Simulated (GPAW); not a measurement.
# Optical response of BAs

Wanted: where BAs starts to absorb, how strongly, and its refractive index.

Calculated with GPAW 26.7.0; DFT, LDA, plane-wave PAW (GPAW data sets), scalar-relativistic, RPA, optical limit.

### 1. Set-up

Symmetry: F-43m, No. 216, cubic system. Conventional cell: a = 4.777 Å, b = 4.777 Å, c = 4.777 Å, α = 90.00°, β = 90.00°, γ = 90.00°. Nearest to As lie 4 B at 2.07 Å. B has 4 As at 2.07 Å nearest. Farther neighbours are not listed.

Structure file:

```cif
data_structure
_symmetry_space_group_name_H-M 'P 1'
_symmetry_Int_Tables_number 1
_cell_length_a 3.3778
_cell_length_b 3.3778
_cell_length_c 3.3778
_cell_angle_alpha 60.000
_cell_angle_beta 60.000
_cell_angle_gamma 60.000
_cell_volume 27.25
loop_
_atom_site_label
_atom_site_type_symbol
_atom_site_fract_x
_atom_site_fract_y
_atom_site_fract_z
_atom_site_occupancy
As1 As 0.75000 0.75000 0.75000 1
B2 B 0.00000 0.00000 0.00000 1
```

### 2. Ground state

The self-consistent density comes first; it also tells whether there is a gap, which decides the occupations and the need for a Drude term.

This step: DFT, LDA, plane-wave PAW (GPAW data sets), scalar-relativistic, ground state (GPAW 26.7.0).

Contents of gs.py:

```python
from ase import Atoms
from ase.dft.bandgap import bandgap
from gpaw import GPAW, PW, FermiDirac

atoms = Atoms(['As', 'B'],
              cell=[[0.000000000000, 2.388500000000, 2.388500000000],
                    [2.388500000000, 0.000000000000, 2.388500000000],
                    [2.388500000000, 2.388500000000, 0.000000000000]],
              scaled_positions=[[0.750000000000, 0.750000000000, 0.750000000000],
                                [0.000000000000, 0.000000000000, 0.000000000000]],
              pbc=[True, True, True])
atoms.calc = GPAW(mode=PW(500), xc='LDA', kpts={'size': (8, 8, 8), 'gamma': True},
                  occupations=FermiDirac(0.05), maxiter=150, txt='gs.txt')
print('energy (eV)', atoms.get_potential_energy())
print('Fermi level (eV)', atoms.calc.get_fermi_level())
print('valence electrons', atoms.calc.get_number_of_electrons())
print('gap (eV)', bandgap(atoms.calc, output=None)[0])
print('direct gap (eV)', bandgap(atoms.calc, direct=True, output=None)[0])
atoms.calc.write('gs.gpw')
```

The run is started by

```sh
$ OMP_NUM_THREADS=1 python gs.py
```

Numbers of over 12 decimals in the logs are rounded to 6 here.

Log:

```text
__  _  _
 | _ |_)|_||  |
 |__||  | ||/\| - 26.7.0

Versions:
  Python: 3.12.14
  ASE:    3.29.0
  Numpy:  2.5.5
  Scipy:  1.18.1
  Libxc:  7.0.0

Input parameters:
  mode=PW(ecut=500.0),
  kpts=MonkhorstPack(size=(8, 8, 8), gamma=True),
  maxiter=150,
  occupations=Occupations(name='fermi-dirac', width=0.05, fixmagmom=False),
  xc=XC(name='LDA')

Diagonalizing LCAO Hamiltonian
Converting LCAO to pw mode

                   As

       B

Atoms  # Å, Bohr magnetons
|   | symbol |        x |        y |        z |    initial magnetic moments |
| 0 |     As | 3.582750 | 3.582750 | 3.582750 | ( 0.0000,  0.0000,  0.0000) |
| 1 |      B | 0.000000 | 0.000000 | 0.000000 | ( 0.0000,  0.0000,  0.0000) |

Unit cell  # Å
| periodic |        x |        y |        z |  lengths |    angles |
|      yes | 0.000000 | 2.388500 | 2.388500 | 3.377849 | 60.000000 |
|      yes | 2.388500 | 0.000000 | 2.388500 | 3.377849 | 60.000000 |
|      yes | 2.388500 | 2.388500 | 0.000000 | 3.377849 | 60.000000 |

Number of symmetries: 24
Symmetry operations  # r_c * U_cc + t_c -> r_c
|    | kind |            matrix            |
|  0 |  E   |  1, 0, 0,  0, 1, 0,  0, 0, 1 |
|  1 |  σ   |  1, 0, 0,  0, 0, 1,  0, 1, 0 |
|  2 |  σ   |  1, 0,-1,  0, 1,-1,  0, 0,-1 |
|  3 |  C3  |  1, 0,-1,  0, 0,-1,  0, 1,-1 |
|  4 |  C3  |  1,-1, 0,  0,-1, 1,  0,-1, 0 |
|  5 |  σ   |  1,-1, 0,  0,-1, 0,  0,-1, 1 |
|  6 |  σ   |  0, 1, 0,  1, 0, 0,  0, 0, 1 |
|  7 |  C3  |  0, 1, 0,  0, 0, 1,  1, 0, 0 |
|  8 |  C2  |  0, 1,-1,  1, 0,-1,  0, 0,-1 |
|  9 |  S4  |  0, 1,-1,  0, 0,-1,  1, 0,-1 |
| 10 |  C3  |  0, 0, 1,  1, 0, 0,  0, 1, 0 |
| 11 |  σ   |  0, 0, 1,  0, 1, 0,  1, 0, 0 |
| 12 |  S4  |  0, 0,-1,  1, 0,-1,  0, 1,-1 |
| 13 |  C3  |  0, 0,-1,  0, 1,-1,  1, 0,-1 |
| 14 |  S4  |  0,-1, 1,  1,-1, 0,  0,-1, 0 |
| 15 |  C2  |  0,-1, 1,  0,-1, 0,  1,-1, 0 |
| 16 |  C3  |  0,-1, 0,  1,-1, 0,  0,-1, 1 |
| 17 |  S4  |  0,-1, 0,  0,-1, 1,  1,-1, 0 |
| 18 |  S4  | -1, 1, 0, -1, 0, 1, -1, 0, 0 |
| 19 |  C3  | -1, 1, 0, -1, 0, 0, -1, 0, 1 |
| 20 |  C3  | -1, 0, 1, -1, 1, 0, -1, 0, 0 |
| 21 |  S4  | -1, 0, 1, -1, 0, 0, -1, 1, 0 |
| 22 |  σ   | -1, 0, 0, -1, 1, 0, -1, 0, 1 |
| 23 |  C2  | -1, 0, 0, -1, 0, 1, -1, 1, 0 |

BZ-sampling:
  Number of BZ points: 512
  Number of IBZ points: 29

  Monkhorst-Pack size: [8, 8, 8]
  Monkhorst-Pack shift: [0.0625, 0.0625, 0.0625]

K-points  # in reciprocal-cell coordinates
|     |                                coordinates |     weight |
|   0 | (  0.00000000,   0.00000000,   0.00000000) | 0.00195312 |
|   1 | (  0.12500000,   0.12500000,   0.00000000) | 0.01171875 |
|   2 | (  0.12500000,   0.12500000,   0.12500000) | 0.01562500 |
|   3 | (  0.25000000,   0.12500000,   0.12500000) | 0.02343750 |
|   4 | (  0.25000000,   0.25000000,   0.00000000) | 0.01171875 |
|   5 | (  0.25000000,   0.25000000,   0.12500000) | 0.04687500 |
|   6 | (  0.25000000,   0.25000000,   0.25000000) | 0.01562500 |
|   7 | (  0.37500000,   0.25000000,  -0.37500000) | 0.04687500 |
|   8 | (  0.37500000,   0.25000000,   0.12500000) | 0.04687500 |
|   9 | (  0.37500000,   0.25000000,   0.25000000) | 0.04687500 |
| ... |                                            |            |
|  28 | (  0.50000000,   0.50000000,   0.50000000) | 0.00781250 |

Plane wave coefficients: 701
Cutoff: 500.0 eV

Spin-components: 1 (collinear spins)
Bands:           8
Projectors:      10
Spin-degeneracy: 2
Datatype:        complex128

Parallelization:
  kpt:    1
  domain: 1
  band:   1

Density:
  Valence electrons: 8.0
  Components: 1
  Grid points: [18 18 18]
  Charge: 0.0  # |e|

Potential:
  Grid points: [18 18 18]

species:
  As:
    name:    Arsenic
    id:
    Z:       33.0
    valence: 5
    core:    28
    charge:  0.0  # [|e|]
    compensation charges:
      type: gauss
      rc: 0.33  # [Å]
      lmax: 2
    cutoffs:
      filter: 1.87  # [Å]
      core: 2.96  # [Å]
    projectors
    | kind |    occ | energy [eV] | rcut [Å] |
    |   4s |  2.000 |     -14.691 |    1.058 |
    |   4p |  3.000 |      -5.342 |    1.058 |
    |    s |        |      12.520 |    1.058 |
    |    p |        |      21.869 |    1.058 |
    |    d |        |       0.000 |    1.058 |

    Using partial waves for As as LCAO basis

  B:
    name:    Boron
    id:
    Z:       5.0
    valence: 3
    core:    2
    charge:  0.0  # [|e|]
    compensation charges:
      type: gauss
      rc: 0.20  # [Å]
      lmax: 2
    cutoffs:
      filter: 1.14  # [Å]
      core: 1.42  # [Å]
    projectors
    | kind |    occ | energy [eV] | rcut [Å] |
    |   2s |  2.000 |      -9.383 |    0.635 |
    |   2p |  1.000 |      -3.714 |    0.635 |
    |    s |        |      17.828 |    0.635 |
    |    p |        |      23.498 |    0.635 |
    |    d |        |       0.000 |    0.635 |

    Using partial waves for B as LCAO basis

Reference energy: -62082.522108  # eV

eigensolver:
  PPCG
  Converge bands: occupied
  niter=2

density mixing:
  MSR1-Mixer
  Pratt-step length: 0.05
  Maximum mixing coefficient: 0.75
  Old densities: 10
  SVD Regularization: 0.005
  Good broyden scale: 1.0
  Trust region scale: 1.0
  Backstep threshold: 4.0
  History deletion threshold: 6.0
  Fourier metric: weight=20.0, sigma=0.015

occupation numbers:
  Fermi-Dirac:
    width: 0.0500  # eV

poisson solver:
  ecut: 4000.0  # eV

xc functional:
  name: None

convergence criteria:
- Maximum [total energy] change in last 3 cyles: 0.0005 eV / valence electron
- Maximum integral of absolute [dens]ity change: 0.0001 electrons / valence electron
- Maximum integral of absolute [eigenst]ate change: 4e-08 eV^2 / valence electron
maximum number of iterations: 150

SCF iterations
|iter     |      energy | eigst |  dens |
|iter:   1||  -13.561430 | -0.24 |       |
|iter:   2||  -13.436899 | -2.03 | -0.72 |
|iter:   3||  -12.923128 | -1.38 | -0.76 |
|iter:   4||  -12.915156 | -3.09 | -1.45 |
|iter:   5||  -12.914718 | -4.00 | -1.93 |
|iter:   6||  -12.914704c| -5.38 | -2.64 |
|iter:   7||  -12.914704c| -7.03 | -3.76 |
|iter:   8||  -12.914704c| -7.71c| -4.28c|

Converged in 8 steps
SCF loop duration: 6.972 s (0.871 s/step)
Energy contributions relative to reference atoms: (reference = -62082.522108)

Energy contributions:
  Kinetic:          20.647309
  Coulomb:         -18.352734
  Zero:             -0.005155
  External:          0.000000
  Xc:              -15.204123
  Entropy:          -0.000000
  Spinorbit:         0.000000
  ----------------------------
  Free energy:     -12.914704
  Extrapolated:    -12.914704

dipole moment: (-3.237298, -3.237298, -3.237298)  # |e|*Ang

Fermi level: 8.250
Eigenvalues  # (at kpt = [0.000, 0.000, 0.000])
| band index |      eig [eV] | occ [0-2] |
|          0 |        -7.686 |     2.000 |
|          1 |         7.694 |     2.000 |
|          2 |         7.694 |     2.000 |
|          3 |         7.694 |     2.000 |
|          4 |        10.964 |     0.000 |
|          5 |        10.964 |     0.000 |
|          6 |        10.964 |     0.000 |
|          7 |        12.406 |     0.000 |

Gap: 1.147 eV
Transition (v -> c):
  (s=0, k=0, n=3, [0.00, 0.00, 0.00]) -> (s=0, k=12, n=4, [0.38, 0.38, 0.00])
Direct/indirect transitions are different
Direct gap: 3.270 eV
Transition at: (s=0, k=0, n=3, [0.00, 0.00, 0.00])

--- standard output ---
energy (eV) -12.914704
Fermi level (eV) 8.249543
valence electrons 8.0
gap (eV) 1.147290
direct gap (eV) 3.270399
```

Run time: 11 s. Hardware: 1 thread of Intel Xeon at 2.50GHz (Skylake/Cascade Lake), shared host; peak memory 0.12 GiB.

Numbers from this step:

```
energy                 : -12.91 eV
Fermi energy           : 8.250 eV
gap on the k-mesh      : 1.147 eV
direct gap on the mesh : 3.270 eV
electrons              : 8
```

There is a gap, 1.15 eV on this mesh (points off the mesh can give less), so no carriers' term is needed.

### 3. Bands for the response

At the fixed density, many empty bands are solved on the mesh of the response, since the spectrum sums over them.

This step: DFT, LDA, plane-wave PAW (GPAW data sets), scalar-relativistic, bands at fixed density (GPAW 26.7.0).

Contents of nscf.py:

```python
from ase.dft.bandgap import bandgap
from gpaw import GPAW, FermiDirac

calc = GPAW('gs.gpw').fixed_density(kpts={'size': (12, 12, 12), 'gamma': True}, nbands=26, convergence={'bands': 20},
                                    occupations=FermiDirac(0.001), txt='nscf.txt')
print('gap (eV)', bandgap(calc, output=None)[0])
print('direct gap (eV)', bandgap(calc, direct=True, output=None)[0])
print('top band over the Fermi level (eV)', min(calc.get_eigenvalues(kpt=k)[19] for k in range(len(calc.get_ibz_k_points()))) - calc.get_fermi_level())
calc.write('full.gpw', mode='all')
```

The run is started by

```sh
$ OMP_NUM_THREADS=1 python nscf.py
```

Log:

```text
Diagonalizing LCAO Hamiltonian
Converting LCAO to pw mode
convergence criteria:
- Maximum integral of absolute [eigenst]ate change: 4e-08 eV^2 / valence electron
maximum number of iterations: 150

SCF iterations
|iter     |      energy | eigst |  dens |
|iter:   1||             | +3.20 |       |
|iter:   2||             | +1.52 |       |
|iter:   3||             | -0.81 |       |
|iter:   4||             | -2.47 |       |
|iter:   5||             | -4.40 |       |
|iter:   6||             | -5.91 |       |
|iter:   7||             | -7.14 |       |
|iter:   8||             | -8.16c|       |
SCF steps: 8
  __  _  _
 | _ |_)|_||  |
 |__||  | ||/\| - 26.7.0

Versions:
  Python: 3.12.14
  ASE:    3.29.0
  Numpy:  2.5.5
  Scipy:  1.18.1
  Libxc:  7.0.0

Input parameters:
  mode=PW(ecut=500.0),
  convergence={'bands': 20},
  gpts=array([18, 18, 18]),
  kpts=MonkhorstPack(size=(12, 12, 12), gamma=True),
  maxiter=150,
  nbands=26,
  occupations=Occupations(name='fermi-dirac', width=0.001, fixmagmom=False),
  parallel={},
  xc=XC(name='LDA')

--- standard output ---
gap (eV) 1.137572
direct gap (eV) 3.270399
top band over the Fermi level (eV) 26.845385
```

It took 53 s on 1 thread; peak memory 0.16 GiB.

Numbers from this step:

* gap on the k-mesh: 1.138 eV

### 4. Dielectric function, RPA

Transitions between filled and empty bands, summed over the zone, give the optical response, so mesh, band count and broadening shape it.

The induced potential is part of this response.

This step: DFT, LDA, plane-wave PAW (GPAW data sets), scalar-relativistic, RPA, optical limit (GPAW 26.7.0).

Contents of df.py:

```python
from gpaw.response.df import DielectricFunction

df = DielectricFunction('full.gpw', frequencies={'type': 'nonlinear', 'domega0': 0.03, 'omega2': 8},
                        ecut=50,
                        eta=0.15,
                        nbands=20,
                        txt='df.txt')
for direction in ['x']:
    df.get_dielectric_function(xc='RPA', direction=direction, filename=f'df_{direction}.csv')
```

The run is started by

```sh
$ OMP_NUM_THREADS=1 python df.py
```

Log:

```text
Using integrator: PointIntegrator
NonLinearFrequencyDescriptor(from 0.000 to 51.418 eV, 469 points)
Nonperiodic BCs:  [False False False]
Using integrator: PointIntegrator
NonLinearFrequencyDescriptor(from 0.000 to 51.418 eV, 469 points)
Nonperiodic BCs:  [False False False]

Calculating chi0 body with:
    Ground state adapter containing:
    Number of spins: 1
    Number of kpoints: 1728
    Number of irreducible kpoints: 72
    Number of completely occupied states: 4
    Number of partially occupied states: 4

    Linear response parametrization:
    q_c: [0.0, 0.0, 0.0]
    Number of frequency points: 469
    Planewave cutoff: 50.0
    Number of bands: 20
    Number of planewaves: 15
    Broadening (eta): 0.15

Integrating chi0 body.

Symmetries of q_c:
    Direct symmetries (Uq -> q): 24
    Indirect symmetries (TUq -> q): 24
In total 48 allowed symmetries.

72 groups of equivalent kpoints. 95.833333% reduction.

Integral kind: spectral function

Calculating chi0 optical extensions with:
    Ground state adapter containing:
    Number of spins: 1
    Number of kpoints: 1728
    Number of irreducible kpoints: 72
    Number of completely occupied states: 4
    Number of partially occupied states: 4

    Linear response parametrization:
    Number of frequency points: 469
    Planewave cutoff: 50.0
    Number of bands: 20
    Number of planewaves: 15
    Broadening (eta): 0.15
Integrating chi0 head and wings.

Symmetries of q_c:
    Direct symmetries (Uq -> q): 24
    Indirect symmetries (TUq -> q): 24
In total 48 allowed symmetries.

72 groups of equivalent kpoints. 95.833333% reduction.

Integral kind: spectral function wings
```

Run time: 16 s. Hardware: 1 thread; peak memory 0.2 GiB.

Read-outs, printed or worked out from the files:

```
electronic dielectric constant ε∞, mean over x, y and z (by symmetry where fewer were run) : 9.699
main peak of Im epsilon, first axis                                                        : 5.496 eV
```

Some rows of df_x.csv (energy; Re and Im without local fields; Re and Im with them):

```text
0.000000, 10.130835, -0.000000, 9.698708, -0.000000
0.429336, 10.189472, 0.041465, 9.754431, 0.039405
0.878195, 10.382575, 0.089357, 9.937950, 0.084928
1.347938, 10.753255, 0.151364, 10.290297, 0.143896
1.840057, 11.386324, 0.243596, 10.892243, 0.231669
2.356191, 12.468974, 0.410755, 11.922154, 0.390845
2.898142, 14.545472, 0.871854, 13.898391, 0.829297
3.467895, 18.391216, 3.994140, 17.588535, 3.805172
4.067647, 17.301207, 9.826164, 16.604968, 9.547325
4.699832, 17.204526, 15.296786, 16.038390, 14.398558
5.367152, 13.271695, 29.478412, 12.488528, 27.126403
6.072622, 0.323731, 14.673704, -0.263764, 13.314535
6.819608, -10.167004, 13.206379, -9.052364, 13.087193
7.611886, -7.580621, 6.451079, -7.028749, 6.348348
8.453705, -3.732191, 4.078792, -3.427111, 3.798542
9.349861, -4.271195, 3.291360, -3.919325, 3.297031
10.305790, -3.325232, 1.570624, -3.156444, 1.586397
11.327680, -1.994159, 1.938959, -1.749040, 1.865710
12.422601, -1.758737, 1.475569, -1.553958, 1.447627
13.598673, -1.258851, 1.082404, -1.116846, 1.051439
```

(Continued in part 2 of 2.)

[Machine, clock and banner lines and Python warnings are left out of the logs.]

[Logs are printed without paths, hosts, clocks, repeated set-up lines and the standing remarks that a program may print on its own settings, such as how far it seeks lower states.]

[Hosts, paths, dates, database ids (printed as entryN), source tags and the programs' standing remarks are cut or masked in the printed files.]
